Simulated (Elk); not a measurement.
# Optical response of CdS (Hawleyite)

Wanted: where CdS (Hawleyite) starts to absorb, how strongly, and its refractive index.

Calculated with Elk 11.2.3 (patched build); DFT, PBE, all-electron APW+lo, Dirac cores, scalar-relativistic bands, independent-particle optical response without local fields.

**1. The structure**

Symmetry: F-43m, No. 216, cubic system. The conventional cell has a = 5.833 Å, b = 5.833 Å, c = 5.833 Å, α = 90.00°, β = 90.00°, γ = 90.00°. Nearest to Cd lie 4 S at 2.53 Å. Nearest to S lie 4 Cd at 2.53 Å. Farther neighbours and most contacts between anions are not listed.

Coordinates:

```cif
data_structure
_symmetry_space_group_name_H-M 'P 1'
_symmetry_Int_Tables_number 1
_cell_length_a 4.1246
_cell_length_b 4.1246
_cell_length_c 4.1246
_cell_angle_alpha 60.000
_cell_angle_beta 60.000
_cell_angle_gamma 60.000
_cell_volume 49.62
loop_
_atom_site_label
_atom_site_type_symbol
_atom_site_fract_x
_atom_site_fract_y
_atom_site_fract_z
_atom_site_occupancy
Cd1 Cd 0.00000 0.00000 0.00000 1
S2 S 0.75000 0.75000 0.75000 1
```

**2. Ground state**

The self-consistent density comes first; it also tells whether there is a gap, which decides the occupations and the need for a Drude term.

This step: DFT, PBE, all-electron APW+lo, Dirac cores, scalar-relativistic bands, ground state (Elk 11.2.3 (patched build)).

elk.in reads:

```
tasks
  0
  120

xctype
  20

nempty
  10

lorbcnd
  .true.

rgkmax
  7.0

swidth
  0.0018375

maxscl
  100

epsengy
  1e-05

sppath
  './'

avec
  0.000000000000 5.511386242471 5.511386242471
  5.511386242471 0.000000000000 5.511386242471
  5.511386242471 5.511386242471 0.000000000000

atoms
  2
  'Cd.in'
  1
  0.000000000000 0.000000000000 0.000000000000   0.000 0.000 0.000
  'S.in'
  1
  0.750000000000 0.750000000000 0.750000000000   0.000 0.000 0.000

ngridk
  9 9 9
```

Started as:

```console
$ OMP_NUM_THREADS=4 elk
```

Numbers of over 12 decimals in the logs are rounded to 6 here.

The log of the run:

```text
┌─────────────────────────┐
│ Elk code version 11.2.3 │
└─────────────────────────┘

All units are atomic (Hartree, Bohr, etc.)

┌─────────────────────────────────────────────────┐
│ Ground-state run starting from atomic densities │
└─────────────────────────────────────────────────┘

Lattice vectors :
   0.000000000       5.511386242       5.511386242
   5.511386242       0.000000000       5.511386242
   5.511386242       5.511386242       0.000000000

Reciprocal lattice vectors :
 -0.5700185970      0.5700185970      0.5700185970
  0.5700185970     -0.5700185970      0.5700185970
  0.5700185970      0.5700185970     -0.5700185970

Unit cell volume      :    334.8208843
Brillouin zone volume :   0.7408445084

Muffin-tin inner radius fraction :   0.1000000000E-01

Nuclei treated as point charges

Species : 1 (Cd)
 parameters loaded from : Cd.in
 name : cadmium
 nuclear charge    :   -48.00000000
 electronic charge :    48.00000000
 atomic mass :    204912.7176
 muffin-tin radius :    2.558291935
 number of radial points in muffin-tin :   1193
 inner part over the whole radius :   0.9885644014E-02
 number on inner part of muffin-tin    :    849
 approximate nuclear radius :   0.8708852602E-04
 number of mesh points to nuclear radius :    426
 atomic positions (lattice), magnetic fields (Cartesian) :
  1 :   0.00000000  0.00000000  0.00000000    0.00000000  0.00000000  0.00000000

Species : 2 (S)
 parameters loaded from : S.in
 name : sulphur
 nuclear charge    :   -16.00000000
 electronic charge :    16.00000000
 atomic mass :    58450.91931
 muffin-tin radius :    2.164708561
 number of radial points in muffin-tin :    793
 inner part over the whole radius :   0.9938940914E-02
 number on inner part of muffin-tin    :    554
 approximate nuclear radius :   0.6195814986E-04
 number of mesh points to nuclear radius :    251
 atomic positions (lattice), magnetic fields (Cartesian) :
  1 :   0.75000000  0.75000000  0.75000000    0.00000000  0.00000000  0.00000000

Total number of atoms per unit cell :    2
Total muffin-tin volume :    112.6256821
 ratio of muffin-tin to unit cell volume :   0.3363759173

Spin treatment :
 spin-unpolarised

Number of Bravais lattice symmetries :   48
Number of crystal symmetries         :   24
Crystal has no inversion symmetry
Complex Hermitian eigensolver will be used

k-point grid :      9     9     9
k-point offset :    0.000000000       0.000000000       0.000000000
k-point set is reduced with full crystal symmetry group
Total number of k-points :       55

Muffin-tin radius times maximum |G+k| :    7.000000000
 using average radius
Maximum |G+k| for APW functions       :    2.964217347
Maximum (1/2)|G+k|²                   :    4.393292240
Maximum |G| for potential and density :    12.00000000
Constant for pseudocharge density :    8
 order of it for each species :   15  15
 order of it for pair densities of each species (exact exchange by exxq0 0: 15) :   11   7
Radial integration step length :    1

G-vector grid sizes :     30    30    30
Number of G-vectors :     9841

Maximum angular momentum used for
 APW functions            :    8
 outer part of muffin-tin :    6
 inner part of muffin-tin :    2

Total nuclear charge    :   -64.00000000
Total core charge       :    40.00000000
Total valence charge    :    24.00000000
Total excess charge     :    0.000000000
Total electronic charge :    64.00000000

Effective Wigner radius, rₛ :    1.076914733

Number of empty states         :     20
Total number of valence states :     33
Total number of core states    :     40

Conduction state local-orbitals added automatically
Third-order local-orbitals added for an l without core states : F
Total number of local-orbitals :    120

Exchange-correlation functional :     20     0     0
 Perdew-Burke-Ernzerhof, Phys. Rev. Lett. 77, 3865 (1996)
 gradient requirement :    1
 generalised gradient approximation (GGA)

Smearing type :    3
 Fermi-Dirac
Smearing width :   0.1837500000E-02
Effective electronic temperature (K) :    580.2366081

Mixing type :    3
 Broyden mixing, J. Phys. A: Math. Gen. 17, L317 (1984)

Kohn-Sham potential initialised from atomic data

┌──────────────────────────────┐
│ Self-consistent loop started │
└──────────────────────────────┘

┌─────────────────┐
│ Loop number : 1 │
└─────────────────┘

Energies :
 Fermi                       :     0.70292255296447E-02
 sum of occupied eigenvalues :     -3591.9873161200
 electron kinetic            :      6267.4511350588
 core electron kinetic       :      6069.7146372370
 Coulomb                     :     -12082.646844515
 Coulomb potential           :     -9622.2178338782
 nuclear-nuclear             :     -588.28305535206
 electron-nuclear            :     -13378.417059011
 Hartree                     :      1884.0532698476
 Madelung                    :     -7271.5379275761
 xc potential                :     -237.22061730061
 exchange                    :     -177.21755730684
 correlation                 :     -3.199197
 electron entropic           :    -0.81283499776178E-11
 total energy                :     -5995.6124642421

Density of states at Fermi energy :   0.1191410287E-06
 (states/Hartree/unit cell)

Estimated indirect band gap :   0.6659707209E-01
 from k-point 1 to k-point 1
Estimated direct band gap   :   0.6659707209E-01
 at k-point 1

Charges :
 core                        :    40.00000000
 valence                     :    24.00000000
 interstitial                :    2.904457307
 muffin-tins (core leakage)
  species : 1 (Cd)
   atom 1                    :    46.38703736     (  0.3176532127E-03)
  species : 2 (S)
   atom 1                    :    14.70850533     (  0.8705029380E-04)
 total in muffin-tins        :    61.09554269
 total calculated charge     :    63.99921243
 total charge                :    64.00000000
 error                       :   0.7875705289E-03

┌─────────────────┐
│ Loop number : 2 │
└─────────────────┘

Energies :
 Fermi                       :     0.82370852125945E-02
 sum of occupied eigenvalues :     -3591.9651876850
 electron kinetic            :      6267.2381779681
 core electron kinetic       :      6069.5319456705
 Coulomb                     :     -12082.680950194
 Coulomb potential           :     -9622.1573192637
 nuclear-nuclear             :     -588.28305535206
 electron-nuclear            :     -13378.544154573
 Hartree                     :      1884.1462597307
 Madelung                    :     -7271.6022905625
 xc potential                :     -237.04604638932
 exchange                    :     -177.21890373725
 correlation                 :     -3.199281
 electron entropic           :    -0.87995072521856E-11
 total energy                :     -5995.8609570901

Density of states at Fermi energy :   0.1298001919E-06
 (states/Hartree/unit cell)

Estimated indirect band gap :   0.6620435262E-01
 from k-point 1 to k-point 1
Estimated direct band gap   :   0.6620435262E-01
 at k-point 1

Charges :
 core                        :    40.00000000
 valence                     :    24.00000000
 interstitial                :    2.906115040
 muffin-tins (core leakage)
  species : 1 (Cd)
   atom 1                    :    46.39127962     (  0.3173172321E-03)
  species : 2 (S)
   atom 1                    :    14.70260534     (  0.8712856975E-04)
 total in muffin-tins        :    61.09388496
 total calculated charge     :    63.99921413
 total charge                :    64.00000000
 error                       :   0.7858733671E-03

RMS change in Kohn-Sham potential (target) :   0.3564810438     (  0.1000000000E-05)
Absolute change in total energy (target)   :   0.2484928480     (  0.1000000000E-04)

[... 13 loops left out ...]

┌──────────────────┐
│ Loop number : 16 │
└──────────────────┘

Energies :
 Fermi                       :     0.121516
 sum of occupied eigenvalues :     -3586.5016534399
 electron kinetic            :      6268.1839680003
 core electron kinetic       :      6069.1636825027
 Coulomb                     :     -12083.013757188
 Coulomb potential           :     -9619.5821060650
 nuclear-nuclear             :     -588.28305535206
 electron-nuclear            :     -13381.690896338
 Hartree                     :      1886.9601945021
 Madelung                    :     -7273.2227041559
 xc potential                :     -235.10351537527
 exchange                    :     -177.22807674355
 correlation                 :     -3.202359
 electron entropic           :    -0.37441957482669E-08
 total energy                :     -5995.2602246732

Density of states at Fermi energy :   0.8541053595E-04
 (states/Hartree/unit cell)

Estimated indirect band gap :   0.4188292023E-01
 from k-point 1 to k-point 1
Estimated direct band gap   :   0.4188292023E-01
 at k-point 1

Charges :
 core                        :    40.00000000
 valence                     :    24.00000000
 interstitial                :    2.974975766
 muffin-tins (core leakage)
  species : 1 (Cd)
   atom 1                    :    46.58736774     (  0.3058004392E-03)
  species : 2 (S)
   atom 1                    :    14.43765649     (  0.8864195135E-04)
 total in muffin-tins        :    61.02502423
 total calculated charge     :    63.99929886
 total charge                :    64.00000000
 error                       :   0.7011429399E-03

RMS change in Kohn-Sham potential (target) :   0.1842230190E-07 (  0.1000000000E-05)
Absolute change in total energy (target)   :   0.4745725164E-05 (  0.1000000000E-04)

Convergence targets achieved

┌──────────────────┐
│ Loop number : 17 │
└──────────────────┘

Energies :
 Fermi                       :     0.121516
 sum of occupied eigenvalues :     -3586.5016533085
 electron kinetic            :      6268.1839682232
 core electron kinetic       :      6069.1636826368
 Coulomb                     :     -12083.013757128
 Coulomb potential           :     -9619.5821060922
 nuclear-nuclear             :     -588.28305535206
 electron-nuclear            :     -13381.690896177
 Hartree                     :      1886.9601944017
 Madelung                    :     -7273.2227040814
 xc potential                :     -235.10351543948
 exchange                    :     -177.22807673726
 correlation                 :     -3.202359
 electron entropic           :    -0.37442020778068E-08
 total energy                :     -5995.2602243835

Density of states at Fermi energy :   0.8541069234E-04
 (states/Hartree/unit cell)

Estimated indirect band gap :   0.4188291352E-01
 from k-point 1 to k-point 1
Estimated direct band gap   :   0.4188291352E-01
 at k-point 1

Charges :
 core                        :    40.00000000
 valence                     :    24.00000000
 interstitial                :    2.974975770
 muffin-tins (core leakage)
  species : 1 (Cd)
   atom 1                    :    46.58736774     (  0.3058004395E-03)
  species : 2 (S)
   atom 1                    :    14.43765649     (  0.8864195131E-04)
 total in muffin-tins        :    61.02502423
 total calculated charge     :    63.99929886
 total charge                :    64.00000000
 error                       :   0.7011429427E-03

┌──────────────────────────────┐
│ Self-consistent loop stopped │
└──────────────────────────────┘

Warning : core states of species 1 leak from the muffin-tin :   0.3058004395E-03

Wrote STATE.OUT
```

Run time: 20 s. Hardware: 4 threads of Intel Xeon at 2.70GHz, shared host; peak memory 0.1 GiB.

This step gave:

| Item | Value |
| --- | --- |
| total energy | -5995 Ha |
| Fermi energy | 3.307 eV |
| DOS at the Fermi level | 3.14e-6 states/eV/cell |
| gap on the k-mesh | 1.140 eV |
| direct gap on the mesh | 1.140 eV |

There is a gap, 1.14 eV on this mesh (points off the mesh can give less), so no carriers' term is needed.

**3. Independent particles**

With the density converged, the vertical transitions are summed over the zone.

This step: DFT, PBE, all-electron APW+lo, Dirac cores, scalar-relativistic bands, independent-particle optical response without local fields (Elk 11.2.3 (patched build)).

Changes to elk.in since step 2:

```diff
@@ -1,4 +1,6 @@
 tasks
-  0
-  120
+  121
+
+optcomp
+  1 1
 
@@ -17,9 +19,7 @@
 swidth
-  0.0018375
+  0.0055124
 
-maxscl
-  100
-
-epsengy
-  1e-05
+wplot
+  400 100 0
+  0.0 0.51449
```

Started as:

```console
$ OMP_NUM_THREADS=4 elk
```

The log of the run:

```text
┌─────────────────────────────────┐
│ Elk code version 11.2.3 started │
└─────────────────────────────────┘

Info(readinput): the functional depends on the density's gradient
 muffin-tin radial points multiplied by    2.00000
 (not where nrmtscf is given)

┌────────────────────┐
│ Current task : 121 │
└────────────────────┘
Info(checkmt): changed muffin-tin radius of species 1 (Cd) from   2.6000 to   2.5583
Info(checkmt): changed muffin-tin radius of species 2 (S) from   2.2000 to   2.1647

Info(dielectric):
 dielectric tensor written to EPSILON_ij.OUT
 optical conductivity written to SIGMA_ij.OUT
 for components
  i = 1, j = 1

┌──────────────────┐
│ Elk code stopped │
└──────────────────┘
```

Wall time 1.2 s (4 threads); peak memory 0.03 GiB; 4.6 s of CPU time.

Numbers from this step:

| Item | Value |
| --- | --- |
| electronic dielectric constant ε∞, mean over x, y and z (by symmetry where fewer were run) | 6.499 |

The Im ε, E ∥ x has structure finer than the step of the table below, so its rows give means over 0.25 eV, whole bins alone (the curve runs from 0 to 14.0 eV). Peaks (eV: height): 1.960: 2.75, 3.570: 4.50, 4.165: 6.18, 6.160: 9.67, 7.700: 8.22.

Sum at mesh points, not converged in k; values under the direct gap are tails of Lorentzian lines. The Im ε, E ∥ x by photon energy; means over each step:

```tsv
photon energy (eV)	Im ε, E ∥ x
0.25	0.0481
0.50	0.118
0.75	0.284
1.00	1.00
1.25	1.21
1.50	0.630
1.75	1.24
2.00	2.31
2.25	1.52
2.50	1.69
2.75	1.98
3.00	2.47
3.25	2.88
3.50	4.15
3.75	3.56
4.00	4.23
4.25	5.70
4.50	4.44
4.75	4.07
5.00	4.49
5.25	6.16
5.50	6.58
5.75	6.90
6.00	7.87
6.25	8.74
6.50	6.66
6.75	6.54
7.00	6.19
7.25	6.75
7.50	7.01
7.75	7.63
8.00	5.38
8.25	4.81
8.50	3.59
8.75	3.20
9.00	2.74
9.25	2.29
9.50	2.05
9.75	1.84
10.00	1.72
10.25	1.55
10.50	1.61
10.75	1.58
11.00	1.79
11.25	1.52
11.50	1.51
11.75	1.45
12.00	1.35
12.25	1.14
12.50	1.08
12.75	1.00
13.00	0.933
13.25	0.882
13.50	0.820
13.75	0.736
```

The reflectivity at normal incidence, E ∥ x has structure finer than the step of the table below, so its rows give means over 0.25 eV, whole bins alone (the curve runs from 0 to 14.0 eV). Peaks (eV: height): 4.130: 28.5, 6.230: 38.2, 8.505: 48.8, 12.110: 31.5.

Sum at mesh points, not converged in k. Table of reflectivity at normal incidence, E ∥ x by photon energy; means over each step:

```tsv
photon energy (eV)	reflectivity at normal incidence, E ∥ x (%)
0.25	19.2
0.50	19.5
0.75	20.2
1.00	21.2
1.25	18.9
1.50	19.6
1.75	21.9
2.00	20.7
2.25	19.6
2.50	20.6
2.75	21.3
3.00	22.3
3.25	23.7
3.50	24.8
3.75	22.2
4.00	25.7
4.25	26.5
4.50	22.6
4.75	22.3
5.00	24.2
5.25	28.3
5.50	28.5
5.75	29.3
6.00	31.7
6.25	36.9
6.50	32.0
6.75	32.2
7.00	30.5
7.25	32.7
7.50	34.8
7.75	43.1
8.00	44.4
8.25	44.4
8.50	47.5
8.75	42.3
9.00	44.7
9.25	43.2
9.50	40.0
9.75	37.8
10.00	35.9
10.25	31.8
10.50	28.0
10.75	26.0
11.00	25.9
11.25	28.7
11.50	26.9
11.75	27.0
12.00	29.8
12.25	28.5
12.50	27.9
12.75	25.4
13.00	24.9
13.25	22.3
13.50	21.5
13.75	16.8
```

The loss function −Im 1/ε at q → 0, E ∥ x has structure finer than the step of the table below, so its rows give means over 0.5 eV, whole bins alone (the curve runs from 0 to 14.0 eV). Peaks (eV: height): 13.72: 1.38.

Sum at mesh points, not converged in k; values under the direct gap are tails of Lorentzian lines. Loss function −Im 1/ε at q → 0, E ∥ x against energy loss; means over each step:

```tsv
energy loss (eV)	loss function −Im 1/ε at q → 0, E ∥ x
0.5	0.00283
1.0	0.0202
1.5	0.0171
2.0	0.0401
2.5	0.0360
3.0	0.0416
3.5	0.0631
4.0	0.0658
4.5	0.0999
5.0	0.0782
5.5	0.0932
6.0	0.0968
6.5	0.139
7.0	0.153
7.5	0.137
8.0	0.151
8.5	0.194
9.0	0.245
9.5	0.337
10.0	0.447
10.5	0.560
11.0	0.550
11.5	0.610
12.0	0.652
12.5	0.828
13.0	0.996
13.5	1.21
```

Optical constants at common wavelengths, from n + ik = √ε:

```tsv
wavelength (nm)	n	k	R (%)	1/α
1550	2.65	0.062	20.4	2.0 µm
1064	2.56	0.322	19.8	263 nm
800	2.61	0.117	20.0	543 nm
633	2.64	0.519	21.9	97 nm
405	2.67	0.476	22.0	68 nm
365	2.80	0.670	24.8	43 nm
308	2.92	0.758	26.7	32 nm
```

Below the direct gap, k and the depth come from the tails of the Lorentzian lines, not from transitions.

Rows near the edge hang on the gap, which this functional as a rule makes too small, and phonon-assisted absorption is left out.

**4. What came out**

```
electronic dielectric constant ε∞, mean over x, y and z (by symmetry where fewer were run) (independent particles) : 6.50
```

At this level (PBE, independent particles) CdS has ε∞ = 6.50 and n = 2.65 at 1550 nm. On the mesh the gap is 1.14 eV and the least direct gap 1.14 eV. Excitons and phonon-assisted transitions are missing, and so are local fields; PBE gaps are as a rule too small, which pulls the onset down and ε∞ up. The sum runs over mesh points 0.21 Å⁻¹ apart with no interpolation, so peaks are partly noise of the mesh; over so small a direct gap single mesh points weigh heavily, so ε∞, n and their changes from run to run can be far off.

[Machine, clock and banner lines and Python warnings are left out of the logs.]

[Logs are printed without paths, hosts, clocks, repeated set-up lines and the standing remarks that a program may print on its own settings, such as how far it seeks lower states.]

[Hosts, paths, dates, database ids (printed as entryN), source tags and the programs' standing remarks are cut or masked in the printed files.]
